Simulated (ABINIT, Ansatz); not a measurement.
**Cs2H6Pt (Fm-3m): G0W0 with ABINIT, start to end**

How does a plane-wave GW calculation on Cs2H6Pt (Fm-3m) run from the first input to the gap?

Main program and level: ABINIT 10.8.3; LDA and many-body steps on it, plane waves.

This is a report of a sequence of runs, with most program output left out.

**1. The structure**

Symmetry: Fm-3m, No. 225, cubic system. The conventional cell has a = 8.972 Å, b = 8.972 Å, c = 8.972 Å, α = 90.00°, β = 90.00°, γ = 90.00°. Cs has 12 H at 3.23 Å nearest. Nearest to H lie 1 Pt at 1.64 Å and 4 H at 2.32 Å and 4 Cs at 3.23 Å. Nearest to Pt lie 6 H at 1.64 Å. Farther neighbours are not listed.

Coordinates:

```cif
data_structure
_symmetry_space_group_name_H-M 'P 1'
_symmetry_Int_Tables_number 1
_cell_length_a 6.3444
_cell_length_b 6.3444
_cell_length_c 6.3444
_cell_angle_alpha 60.000
_cell_angle_beta 60.000
_cell_angle_gamma 60.000
_cell_volume 180.58
loop_
_atom_site_label
_atom_site_type_symbol
_atom_site_fract_x
_atom_site_fract_y
_atom_site_fract_z
_atom_site_occupancy
Cs1 Cs 0.75000 0.75000 0.75000 1
Cs2 Cs 0.25000 0.25000 0.25000 1
H3 H 0.81686 0.81686 0.18314 1
H4 H 0.18314 0.81686 0.18314 1
H5 H 0.81686 0.18314 0.18314 1
H6 H 0.18314 0.18314 0.81686 1
H7 H 0.81686 0.18314 0.81686 1
H8 H 0.18314 0.81686 0.81686 1
Pt9 Pt 0.00000 0.00000 0.00000 1
```

The cell and positions are those that the Materials Project relaxed with its own functionals (PBE, PBE+U or r2SCAN), kept fixed. Spin-orbit coupling is left out unless a step names it.

**2. Ground state**

This step: ABINIT 10.8.3; DFT, LDA, plane waves, norm-conserving pseudopotentials.

The ground-state density comes first.

File run.abi:

```
acell 3*1.0 Angstrom
rprim 
  0.000000000000 4.486174700000 4.486174700000
  4.486174700000 0.000000000000 4.486174700000
  4.486174700000 4.486174700000 0.000000000000
ntypat 3
znucl 55 1 78
natom 9
typat 1 1 2 2 2 2 2 2 3
xred 
  0.750000000000 0.750000000000 0.750000000000
  0.250000000000 0.250000000000 0.250000000000
  0.816861770000 0.816861770000 0.183138230000
  0.183138230000 0.816861770000 0.183138230000
  0.816861770000 0.183138230000 0.183138230000
  0.183138230000 0.183138230000 0.816861770000
  0.816861770000 0.183138230000 0.816861770000
  0.183138230000 0.816861770000 0.816861770000
  0.000000000000 0.000000000000 0.000000000000
pp_dirpath "pseudos"
pseudos "Cs.upf, H.upf, Pt.upf"
ecut 34
ngkpt 4 4 4
nshiftk 1
shiftk 0 0 0
kptopt 1
chksymbreak 0
nband 29
occopt 1
tolvrs 1e-10
nstep 60
prtwf 0
optforces 0
optstress 0
indata_prefix "in"
outdata_prefix "out"
tmpdata_prefix "tmp"
```

Started as:

```bash
> OMP_NUM_THREADS=1 mpirun -n 4 abinit run.abi > log
```

Elapsed: 50 s, on 4 MPI ranks of Intel Xeon Platinum 8488C (Sapphire Rapids), shared host; peak memory 0.56 GiB; 3.3 min of CPU time.

This step gave:

```
total energy               : -4929.2893 eV
gap                        : 3.620 eV
k of the valence top       : 0.5, 0.5, 0
k of the conduction bottom : 0.5, 0.5, 0
least direct gap           : 3.620 eV
```

The gap is direct, at (0.500, 0.500, 0.000).

**3. Bands along the symmetry lines**

Levels along a band path, at the cheap level, show where the edges lie and whether the meshes to come will hold them.

run.abi, as its differences from that of step 2:

```diff
@@ -22,14 +22,40 @@
 ecut 34
-ngkpt 4 4 4
-nshiftk 1
-shiftk 0 0 0
-kptopt 1
-chksymbreak 0
-nband 29
-occopt 1
-tolvrs 1e-10
-nstep 60
+iscf -2
+irdden 1
+kptopt 0
+nkpt 26
+kpt 
+  0.00000000 0.00000000 0.00000000
+  0.12500000 0.00000000 0.12500000
+  0.25000000 0.00000000 0.25000000
+  0.37500000 0.00000000 0.37500000
+  0.50000000 0.00000000 0.50000000
+  0.53125000 0.06250000 0.53125000
+  0.56250000 0.12500000 0.56250000
+  0.59375000 0.18750000 0.59375000
+  0.62500000 0.25000000 0.62500000
+  0.37500000 0.37500000 0.75000000
+  0.28125000 0.28125000 0.56250000
+  0.18750000 0.18750000 0.37500000
+  0.09375000 0.09375000 0.18750000
+  0.00000000 0.00000000 0.00000000
+  0.12500000 0.12500000 0.12500000
+  0.25000000 0.25000000 0.25000000
+  0.37500000 0.37500000 0.37500000
+  0.50000000 0.50000000 0.50000000
+  0.50000000 0.43750000 0.56250000
+  0.50000000 0.37500000 0.62500000
+  0.50000000 0.31250000 0.68750000
+  0.50000000 0.25000000 0.75000000
+  0.50000000 0.18750000 0.68750000
+  0.50000000 0.12500000 0.62500000
+  0.50000000 0.06250000 0.56250000
+  0.50000000 0.00000000 0.50000000
+istwfk *1
+nband 28
+nbdbuf 2
+tolwfr 1e-08
+nstep 40
 prtwf 0
-optforces 0
-optstress 0
+prtvol 0
 indata_prefix "in"
```

The job ended after 79 s (4 MPI ranks; peak memory 0.52 GiB).

This step gave:

| Quantity | Value |
| --- | --- |
| gap | 3.620 eV |
| k of the valence top | 0.5, 0, 0.5 |
| k of the conduction bottom | 0.5, 0, 0.5 |
| least direct gap | 3.620 eV |

The gap is 3.620 eV, as in the run before at this level.

The electronic bands at the labelled points (eV, zero at the top of the highest filled band):

```
    point  band 18  band 19  band 20  band 21  band 22  band 23  band 24  band 25
        Γ    -0.79    -0.53    -0.53    -0.53     4.14     4.66     4.66     7.65
  halfway    -0.83    -0.66    -0.25    -0.25     4.27     4.94     5.26     6.61
        X    -0.85    -0.73     0.00     0.00     3.62     5.39     5.55     6.29
  halfway    -0.85    -0.65    -0.04    -0.01     3.66     5.45     5.63     5.84
        U    -0.84    -0.51    -0.14    -0.05     3.79     5.38     5.58     5.87
jump to K    -0.84    -0.51    -0.14    -0.05     3.79     5.38     5.58     5.87
  halfway    -0.81    -0.47    -0.34    -0.31     4.62     4.75     5.23     6.34
        Γ    -0.79    -0.53    -0.53    -0.53     4.14     4.66     4.66     7.65
  halfway    -0.81    -0.50    -0.38    -0.38     4.76     4.76     4.88     6.44
        L    -0.82    -0.49    -0.22    -0.22     4.89     4.89     5.42     5.94
  halfway    -0.84    -0.39    -0.28    -0.12     4.13     5.06     5.93     6.02
        W    -0.85    -0.33    -0.33    -0.01     3.76     5.35     5.72     5.72
  halfway    -0.85    -0.59    -0.09     0.00     3.69     5.50     5.67     5.68
        X    -0.85    -0.73     0.00     0.00     3.62     5.39     5.55     6.29
```

**4. Empty states on the mesh, 2×2×2 mesh, 119 bands**

The sums over transitions need many empty states on a uniform mesh; this step solves for them.

File run.abi:

```
acell 3*1.0 Angstrom
rprim 
  0.000000000000 4.486174700000 4.486174700000
  4.486174700000 0.000000000000 4.486174700000
  4.486174700000 4.486174700000 0.000000000000
ntypat 3
znucl 55 1 78
natom 9
typat 1 1 2 2 2 2 2 2 3
xred 
  0.750000000000 0.750000000000 0.750000000000
  0.250000000000 0.250000000000 0.250000000000
  0.816861770000 0.816861770000 0.183138230000
  0.183138230000 0.816861770000 0.183138230000
  0.816861770000 0.183138230000 0.183138230000
  0.183138230000 0.183138230000 0.816861770000
  0.816861770000 0.183138230000 0.816861770000
  0.183138230000 0.816861770000 0.816861770000
  0.000000000000 0.000000000000 0.000000000000
pp_dirpath "pseudos"
pseudos "Cs.upf, H.upf, Pt.upf"
ecut 34
ngkpt 2 2 2
nshiftk 1
shiftk 0 0 0
kptopt 1
chksymbreak 0
iscf -2
irdden 1
istwfk *1
nband 119
nbdbuf 10
tolwfr 1e-09
nstep 60
prtvol 0
indata_prefix "in"
outdata_prefix "out"
tmpdata_prefix "tmp"
```

Run time: 85 s. Hardware: 4 MPI ranks; peak memory 0.49 GiB.

Numbers from this step:

```
gap                                                           : 3.620 eV
k of the valence top                                          : 0.5, 0.5, 0
k of the conduction bottom                                    : 0.5, 0.5, 0
least direct gap                                              : 3.620 eV
k points computed                                             : 3
lowest point of the top converged band, above the valence top : 30.19 eV
```

On this mesh the gap is 3.620 eV.

**5. Screening, 2×2×2 mesh, 109 bands, screening to 98 eV**

The RPA dielectric matrix is built and inverted for each q.

This step: RPA screening on LDA, plane waves, norm-conserving pseudopotentials.

run.abi, as its differences from that of step 4:

```diff
@@ -27,10 +27,11 @@
 chksymbreak 0
-iscf -2
-irdden 1
 istwfk *1
-nband 119
-nbdbuf 10
-tolwfr 1e-09
-nstep 60
-prtvol 0
+occopt 1
+irdwfk 1
+optdriver 3
+nband 109
+ecuteps 3.6
+inclvkb 2
+awtr 1
+symchi 1
 indata_prefix "in"
```

Run time: 40 s. Hardware: 4 MPI ranks; peak memory 2.1 GiB; 2.6 min of CPU time.

This step gave:

| Quantity | Value |
| --- | --- |
| ε∞ with local fields, on this mesh, along the program's q direction | 2.766 |
| the same without local fields | 3.576 |
| plasma frequency | 17.91 eV |
| plane waves in the screening matrix | 411 |

Local fields lower ε∞ by 23 %. On a Γ-centred mesh this coarse the value itself is usually too large, while a short band sum pulls it down.

**6. Self-energy, 2×2×2 mesh, 109 bands, screening to 98 eV**

The self-energy is evaluated for the states that the input lists, and the levels follow from it, in one-shot runs by the linearised quasiparticle equation.

This step: G0W0 on LDA, plane waves, norm-conserving pseudopotentials.

run.abi, as its differences from that of step 5:

```diff
@@ -30,8 +30,17 @@
 irdwfk 1
-optdriver 3
+optdriver 4
 nband 109
+gwcalctyp 0
+ecutsigx 34
+symsigma 1
+nkptgw 2
+kptgw 
+  0.5000000000 0.5000000000 0.0000000000
+  0.0000000000 0.0000000000 0.0000000000
+bdgw 
+  20 23
+  19 24
 ecuteps 3.6
-inclvkb 2
-awtr 1
-symchi 1
+irdscr 1
+ppmodel 1
 indata_prefix "in"
```

Wall time 17 s (4 MPI ranks); peak memory 1.5 GiB.

This step gave:

```
G0W0 gap on the points computed              : 5.678 eV
starting gap on the mesh                     : 3.620 eV
k of the valence top                         : 0.5, 0.5, 0
k of the conduction bottom                   : 0.5, 0.5, 0
Z at the valence top                         : 0.816
Z at the conduction bottom                   : 0.857
least direct G0W0 gap on the computed points : 5.678 eV
```

The gap on the mesh goes from 3.62 eV to 5.68 eV, a correction of +2.06 eV.

Limits: finite bands, cutoff and mesh; no spin polarisation; d states lean on the start; no spin-orbit coupling; coarse k mesh. v1 is the top filled band, c1 the lowest empty one. The levels before and after the correction (eV, zero at the valence-band top of each column):

```
           conduction bottom  valence top
Kohn-Sham               3.62         0.00
     G0W0               5.68         0.00
```

```
                       level  energy (eV)
Kohn-Sham  (0.5 0.5 0) v2-v1        0.000
Kohn-Sham     (0.5 0.5 0) c1        3.620
Kohn-Sham     (0.5 0.5 0) c2        5.393
     G0W0  (0.5 0.5 0) v2-v1        0.000
     G0W0     (0.5 0.5 0) c1        5.678
     G0W0     (0.5 0.5 0) c2        7.669
```

**7. Where the time went**

Times are wall times on 4 MPI ranks of Intel Xeon Platinum 8488C (Sapphire Rapids), shared host, good to a factor of about two.

```
                          step  time  share  memory (GiB)
                  ground state  50 s   19 %          0.56
bands along the symmetry lines  79 s   29 %          0.52
      empty states on the mesh  85 s   31 %          0.49
                     screening  40 s   15 %           2.1
                   self-energy  17 s    6 %           1.5
```

**8. Results**

```json
{
 "LDA gap": "3.62 eV, direct",
 "G0W0 gap on the mesh": "5.68 eV",
 "GW settings": "2×2×2 mesh, 109 bands, screening to 98 eV, Godby-Needs plasmon pole",
 "known limits": "not at the basis limit; no spin polarisation; d states lean on the start; no spin-orbit coupling; coarse k mesh"
}
```

In words: G0W0 moves the gap on the mesh from 3.62 eV to 5.68 eV (+2.06 eV), with Z of 0.82 and 0.86 at the edges. Local fields lower the RPA ε∞ on this mesh from 3.58 to 2.77; a Γ-centred mesh this coarse tends to raise both, most where the direct gap is narrow, while a short band sum lowers them. Only 2 of the mesh's irreducible points were corrected, so a valley elsewhere could overtake. Bands and cutoff are finite, so the gap is not at the basis limit. The miss can reach some tenths of an eV and take either sign; the mesh is an error of its own. In the G0W0 run levels were corrected at 2 k points alone, so a gap called «on the mesh» is the least over those, and an edge elsewhere would be missed. The 2×2×2 mesh is coarse for this cell, which bears on the long-range parts of exchange and screening. The runs have no spin polarisation. For a closed low-spin shell that is the natural state; where a d or f shell is open it is a constraint, and the gap is then not the crystal's own. With d states at the gap, one-shot GW leans hard on its start. The many-body steps are scalar-relativistic: spin-orbit coupling is not in them.

[Paths, hosts, dates, memory and timing lines, banners, echoed tables and standing remarks are left out of the program output.]

[Logs are printed without paths, hosts, clocks, repeated set-up lines and the standing remarks that a program may print on its own settings, such as how far it seeks lower states.]

[Runs of the session that timed out or met a known fault of the program may be left out.]

[Hosts, paths, dates, database ids (printed as entryN), source tags and the programs' standing remarks are cut or masked in the printed files.]

[G0W0 gaps are taken among the corrected bands and points alone; a level outside them can change the order at an edge.]

[Where Ansatz stands beside ABINIT at settings called matched, ABINIT's density can come from a denser mesh and the files from another edition; pairs whose starting gaps differed by over 0.03 eV were left out, so agreement reads better than it is.]
